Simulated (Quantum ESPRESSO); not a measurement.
**PbF2 (Fluorocronite): third-order response**

Wanted: vibrational spectra of PbF2 (Fluorocronite) from linear and non-linear response.

Calculated with Quantum ESPRESSO 8.0 development, patched; DFT LDA, scalar-relativistic, plane waves, PseudoDojo norm-conserving pseudopotentials.

Most raw output is cut from this account.

The database entry behind the starting cell differs from later determinations by our own check (0.1 to 0.3 % short, probably kX units), so it need not match the best structure at ambient conditions.

## 1. Starting point

It takes space group Fm-3m (No. 225, cubic). Conventional cell: a = 5.927 Å, b = 5.927 Å, c = 5.927 Å, α = 90.00°, β = 90.00°, γ = 90.00°. Nearest to Pb lie 8 F at 2.57 Å. Nearest to F lie 4 Pb at 2.57 Å. Farther neighbours and most contacts between anions are not listed.

## 2. A probe with smearing

Before anything dear is run, a loose run with smearing shows whether this is a metal and how far the cell is from rest.

Input file probe.in:

```
&control
   calculation = 'scf'
   prefix = 'x'
   outdir = './tmp'
   pseudo_dir = './pseudo'
   tprnfor = .true.
   tstress = .true.
   verbosity = 'high'
/
&system
   ibrav = 2
   celldm(1) = 11.20101145
   nat = 3
   ntyp = 2
   ecutwfc = 84.0
   occupations = 'smearing'
   smearing = 'gaussian'
   degauss = 0.01
/
&electrons
   conv_thr = 1.0d-07
   mixing_beta = 0.7
   electron_maxstep = 100
/
ATOMIC_SPECIES
 Pb    207.2000  Pb.upf
 F      18.9984  F.upf
ATOMIC_POSITIONS crystal
 Pb     0.000000000   0.000000000   0.000000000
 F      0.750000000   0.750000000   0.750000000
 F      0.250000000   0.250000000   0.250000000
K_POINTS automatic
 6 6 6 0 0 0
```

Started as:

```sh
$ OMP_NUM_THREADS=1 mpirun -n 4 pw.x -nk 4 -in probe.in > probe.out
```

Run time: 5.8 s. Hardware: 4 MPI ranks of Intel Xeon at 2.70GHz, shared host; 22 s of CPU time.

Read from the output:

- volume per atom: 17.35 Å³
- pressure: -4.54 GPa
- gap on the k-mesh: 4.286 eV

A gap of 4.3 eV opens on this mesh, so the crystal is taken as an insulator; the start stands at -4.5 GPa.

## 3. Relaxing the cell and atoms

The relaxation runs at a cutoff a fifth above that of the response, since stress converges more slowly with the basis than frequencies do. Forces and stress are brought to rest with tight thresholds.

Input file relax.in:

```
&control
   calculation = 'vc-relax'
   prefix = 'x'
   outdir = './tmp'
   pseudo_dir = './pseudo'
   tprnfor = .true.
   tstress = .true.
   forc_conv_thr = 2.0d-05
   etot_conv_thr = 1.0d-07
   nstep = 40
/
&system
   ibrav = 2
   celldm(1) = 11.20101145
   nat = 3
   ntyp = 2
   ecutwfc = 101
   occupations = 'fixed'
   nbnd = 16
/
&electrons
   conv_thr = 1.0d-11
   mixing_beta = 0.7
   electron_maxstep = 100
/
&ions
/
&cell
   press_conv_thr = 0.2
/
ATOMIC_SPECIES
 Pb    207.2000  Pb.upf
 F      18.9984  F.upf
ATOMIC_POSITIONS crystal
 Pb     0.000000000   0.000000000   0.000000000
 F      0.750000000   0.750000000   0.750000000
 F      0.250000000   0.250000000   0.250000000
K_POINTS automatic
 6 6 6 0 0 0
```

Started as:

```sh
$ OMP_NUM_THREADS=1 mpirun -n 4 pw.x -nk 4 -in relax.in > relax.out
```

Elapsed: 48 s, on 4 MPI ranks.

The steps of the relaxation:

| step | energy less that of the first step (eV) | largest force (eV/Å) | pressure (GPa) | volume (Å³) |
| --- | --- | --- | --- | --- |
| 1 | 0.0000 | 0.0000 | -4.54 | 52.06 |
| 2 | -0.0280 | 0.0000 | -2.92 | 50.87 |
| 3 | -0.0450 | 0.0000 | -0.09 | 49.11 |
| 4 | -0.0450 | 0.0000 | 0.01 | 49.06 |
| 5 | -0.0450 | 0.0000 | 0.00 | 49.06 |
| 6 | -0.0449 | 0.0000 | 0.00 | 49.06 |

| conventional cell, symmetrised | before | after | change |
| --- | --- | --- | --- |
| a (Å) | 5.927 | 5.811 | -2.0 % |
| b (Å) | 5.927 | 5.811 | -2.0 % |
| c (Å) | 5.927 | 5.811 | -2.0 % |
| volume (Å³/atom) | 17.35 | 16.35 | -5.8 % |

The relaxed structure:

```cif
data_structure
_symmetry_space_group_name_H-M 'P 1'
_symmetry_Int_Tables_number 1
_cell_length_a 4.1090
_cell_length_b 4.1090
_cell_length_c 4.1090
_cell_angle_alpha 60.000
_cell_angle_beta 60.000
_cell_angle_gamma 60.000
_cell_volume 49.06
loop_
_atom_site_label
_atom_site_type_symbol
_atom_site_fract_x
_atom_site_fract_y
_atom_site_fract_z
_atom_site_occupancy
Pb1 Pb 0.00000 0.00000 0.00000 1
F2 F 0.75000 0.75000 0.75000 1
F3 F 0.25000 0.25000 0.25000 1
```

The last row of the table of steps is pw.x's closing run on a basis chosen anew for the final cell, so its energy can jump.

This step gave:

```
volume per atom   : 16.35 Å³
pressure          : 0 GPa
gap on the k-mesh : 4.283 eV
```

The volume changes by -5.8 % from the cell with which this run began.

## 4. Self-consistent run for the response

The response is built on this ground state, so it is converged far tighter than an energy would need. With a gap, occupations are fixed, which also allows the response to an electric field.

Input file scf.in:

```
&control
   calculation = 'scf'
   prefix = 'x'
   outdir = './tmp'
   pseudo_dir = './pseudo'
   tprnfor = .true.
   tstress = .true.
/
&system
   ibrav = 2
   celldm(1) = 10.98130646
   nat = 3
   ntyp = 2
   ecutwfc = 84.0
   occupations = 'fixed'
   nbnd = 16
/
&electrons
   conv_thr = 1.0d-12
   mixing_beta = 0.7
   electron_maxstep = 100
/
ATOMIC_SPECIES
 Pb    207.2000  Pb.upf
 F      18.9984  F.upf
ATOMIC_POSITIONS crystal
 Pb     0.000000000   0.000000000   0.000000000
 F      0.750000000   0.750000000   0.750000000
 F      0.250000000   0.250000000   0.250000000
K_POINTS automatic
 8 8 8 0 0 0
```

Started as:

```sh
$ OMP_NUM_THREADS=1 mpirun -n 4 pw.x -nk 4 -in scf.in > scf.out
```

It took 14 s on 4 MPI ranks.

This step gave:

```yaml
pressure: -0.006000 GPa
gap_on_the_k_mesh: 4.253 eV
```

The cell stands at -0.0060 GPa, close enough for phonons.

## 5. Linear response at Γ

At q = 0 one unit cell holds all displacements; symmetry groups them into irreducible representations that are solved one by one. The response to a field gives ε∞ and the Born charges, which polar modes need. Third-order response adds the Raman tensors.

Input file ph.in:

```
phonons
&inputph
   prefix = 'x'
   outdir = './tmp'
   fildyn = 'g.dyn'
   tr2_ph = 1.0d-18
   epsil = .true.
   lraman = .true.
   elop = .true.
/
0.000000000000 0.000000000000 0.000000000000
```

Started as:

```sh
$ OMP_NUM_THREADS=1 mpirun -n 4 ph.x -nk 4 -in ph.in > ph.out
```

Wall time 15 min (4 MPI ranks).

This step gave:

```
miss of the charge sum rule                                       : 1.40e-4 e
largest acoustic frequency at the zone centre before the sum rule : 0.02 cm⁻¹
highest optical zone-centre mode (no LO-TO term)                  : 261.8 cm⁻¹
lowest optical zone-centre mode                                   : 131.3 cm⁻¹
mean high-frequency dielectric constant                           : 3.444
largest Born charge in size (third of the trace)                  : 3.226 e
```

Born charge (rows field, columns displacement), before the sum rule (e), principal values of the symmetric part by kind of site:

| atom | atoms with these values | low | middle | high | mean |
| --- | --- | --- | --- | --- | --- |
| Pb1 | 1 | 3.23 | 3.23 | 3.23 | 3.23 |
| F2 | 2 | -1.61 | -1.61 | -1.61 | -1.61 |

In full for Pb1:

```
3.23 0.00 0.00
0.00 3.23 0.00
0.00 0.00 3.23
```

High-frequency dielectric tensor:

```
3.44 0.00 0.00
0.00 3.44 0.00
0.00 0.00 3.44
```

The acoustic modes at Γ come out as far as 0.0 cm⁻¹ from zero, where they should vanish, a small numerical error; the Born charges miss their sum rule by 1.4e-4 e, which is good.

## 6. Zone-centre analysis

A rigid shift of the crystal must cost nothing, but grids and finite bases break this; the acoustic sum rule is imposed before the matrix is diagonalised again. With Born charges the intensities follow, and the static dielectric tensor.

Input file dynmat.in:

```
&input
   fildyn = 'g.dyn'
   asr = 'simple'
   fileig = 'dynmat.eig'
   lperm = .true.
/
```

Started as:

```sh
$ dynmat.x -in dynmat.in > dynmat.out
```

Wall time 0.64 s (1 thread).

This step gave:

| Property | Result |
| --- | --- |
| mean static dielectric constant | 22.31 |

Unit eigenvectors of the mass-weighted matrix after the sum rule; no LO-TO term. The modes at Γ (shares of kinetic energy by element, %):

| mode | frequency (cm⁻¹) | symmetry | Pb % | F % |
| --- | --- | --- | --- | --- |
| 1 | 0.0 | acoustic | 85 | 15 |
| 2 | 0.0 | acoustic | 85 | 15 |
| 3 | 0.0 | acoustic | 84 | 16 |
| 4 | 131.3 | T1u | 15 | 85 |
| 5 | 131.3 | T1u | 16 | 84 |
| 6 | 131.3 | T1u | 15 | 85 |
| 7 | 261.8 | T2g | 0 | 100 |
| 8 | 261.8 | T2g | 0 | 100 |
| 9 | 261.8 | T2g | 0 | 100 |

Displacements in mode 6 (131.3 cm⁻¹), the largest set to 1:
```
Pb1 -0.01  0.03 -0.18
F2   0.06 -0.18  1.00
F3   0.06 -0.18  1.00
```

Displacements in mode 9 (261.8 cm⁻¹), the largest set to 1:
```
Pb1  0.00  0.00  0.00
F2   0.00  0.00  1.00
F3   0.00  0.00 -1.00
```

Degenerate modes summed, no LO-TO term. Lines of the infrared spectrum (strongest = 100):

| position (cm⁻¹) | lines merged | label | IR intensity, relative |
| --- | --- | --- | --- |
| 131 | 3 | T1u | 100 |
| 262 | 3 | T2g | 0.0 |

Degenerate modes summed. Lines of the Raman spectrum (strongest = 100):

| position (cm⁻¹) | lines merged | label | Raman activity, relative |
| --- | --- | --- | --- |
| 131 | 3 | T1u | 0.0 |
| 262 | 3 | T2g | 100 |

Static dielectric tensor (ions relaxed, fixed cell):

```
22.31  0.00  0.00
 0.00 22.31  0.00
 0.00  0.00 22.31
```

The rule moves no optical mode by more than 0.1 cm⁻¹.

## 7. Sum rules set otherwise (asr no)

Without the rule the raw error of the acoustic modes shows.

Input file dynmat.in:

```
&input
   fildyn = 'g.dyn'
   asr = 'no'
   fileig = 'dynmat.eig'
   lperm = .true.
/
```

Started as:

```sh
$ dynmat.x -in dynmat.in > dynmat.out
```

Wall time 0.65 s (1 thread).

This step gave:

```
largest acoustic frequency at the zone centre before the sum rule : 0.03 cm⁻¹
```

Zone-centre frequencies as printed; negative means imaginary. Modes:

| mode | frequency (cm⁻¹) |
| --- | --- |
| 1 | 0.03 |
| 2 | 0.03 |
| 3 | 0.03 |
| 4 | 131.3 |
| 5 | 131.3 |
| 6 | 131.3 |
| 7 | 261.8 |
| 8 | 261.8 |
| 9 | 261.8 |

Against the first rule no mode moves by more than 0.1 cm⁻¹.

## 8. Sum rules set otherwise (asr crystal)

The rule can be imposed in more than one way; the choices should agree where the raw error is small.

Input file dynmat.in:

```
&input
   fildyn = 'g.dyn'
   asr = 'crystal'
   fileig = 'dynmat.eig'
   lperm = .true.
/
```

Started as:

```sh
$ dynmat.x -in dynmat.in > dynmat.out
```

It took 0.68 s on 1 thread.

Zone-centre frequencies as printed; negative means imaginary. Modes:

| mode | frequency (cm⁻¹) |
| --- | --- |
| 1 | 0 |
| 2 | 0 |
| 3 | 0 |
| 4 | 131.3 |
| 5 | 131.3 |
| 6 | 131.3 |
| 7 | 261.8 |
| 8 | 261.8 |
| 9 | 261.8 |

Against the first rule no mode moves by more than 0.1 cm⁻¹.

## 9. Modes along a direction of q (1 0 0)

A longitudinal polar mode sets up a macroscopic field that stiffens it; the term hangs on the direction from which q goes to zero.

Input file dynmat.in:

```
&input
   fildyn = 'g.dyn'
   asr = 'simple'
   fileig = 'dynmat.eig'
   q(1) = 1.0
   q(2) = 0.0
   q(3) = 0.0
/
```

Started as:

```sh
$ dynmat.x -in dynmat.in > dynmat.out
```

Wall time 0.66 s (1 thread).

Read from the output:

* highest mode moved by the LO-TO term: 334.1 cm⁻¹

Zone-centre frequencies as printed; negative means imaginary. Modes:

| mode | frequency (cm⁻¹) |
| --- | --- |
| 1 | 0 |
| 2 | 0 |
| 3 | 0 |
| 4 | 131.3 |
| 5 | 131.3 |
| 6 | 261.8 |
| 7 | 261.8 |
| 8 | 261.8 |
| 9 | 334.1 |

The field moves one mode, from 131 to 334 cm⁻¹; the others stay.

## 10. Outcome

| Property | Result |
| --- | --- |
| space group after relaxation | Fm-3m |
| volume per atom | 16.4 Å³ |
| gap on the k-mesh | 4.25 eV |
| highest optical zone-centre mode (no LO-TO term) | 261.8 cm⁻¹ |
| lowest optical zone-centre mode | 131.3 cm⁻¹ |
| highest mode moved by the LO-TO term | 334.1 cm⁻¹ |
| mean high-frequency dielectric constant | 3.44 |
| largest Born charge in size (third of the trace) | 3.23 e |
| mean static dielectric constant | 22.3 |
| imaginary optical modes at the zone centre (no q mesh in this session) | none |

What this shows: The largest Raman activity of PbF2 (Fluorocronite) lies at 262 cm⁻¹ and the strongest infrared line at 131 cm⁻¹ (transverse modes). At the LDA level the optical modes of PbF2 (Fluorocronite) at the zone centre (no LO-TO term) run from 131 to 262 cm⁻¹. Along the directions run, the highest mode that the macroscopic field moves lies at 334 cm⁻¹. Lattice motion raises the mean dielectric constant from 3.444 to 22.31. The Born charge of Pb is 3.226 e against a formal charge of +2: displacements drive charge along the bonds, a mark of mixed ionic and covalent bonding and of large LO-TO splittings. Of the 6 optical modes, 3 are infrared active alone and 3 are Raman active alone; inversion symmetry keeps the two sets apart. These are harmonic frequencies at zero temperature: anharmonic shifts and linewidths and thermal expansion are left out. Spin-orbit coupling is left out, which can matter for the heavy elements here. The build is a development version in which the Raman tensors of release 7.5 are mended; dynmat.x leaves out the electro-optic term of LO lines.

[Host names and launcher messages were left out of these logs when they were recorded.]

[Logs are printed without paths, hosts, clocks, repeated set-up lines and the standing remarks that a program may print on its own settings, such as how far it seeks lower states.]

[Hosts, paths, dates, database ids (printed as entryN), source tags and the programs' standing remarks are cut or masked in the printed files.]
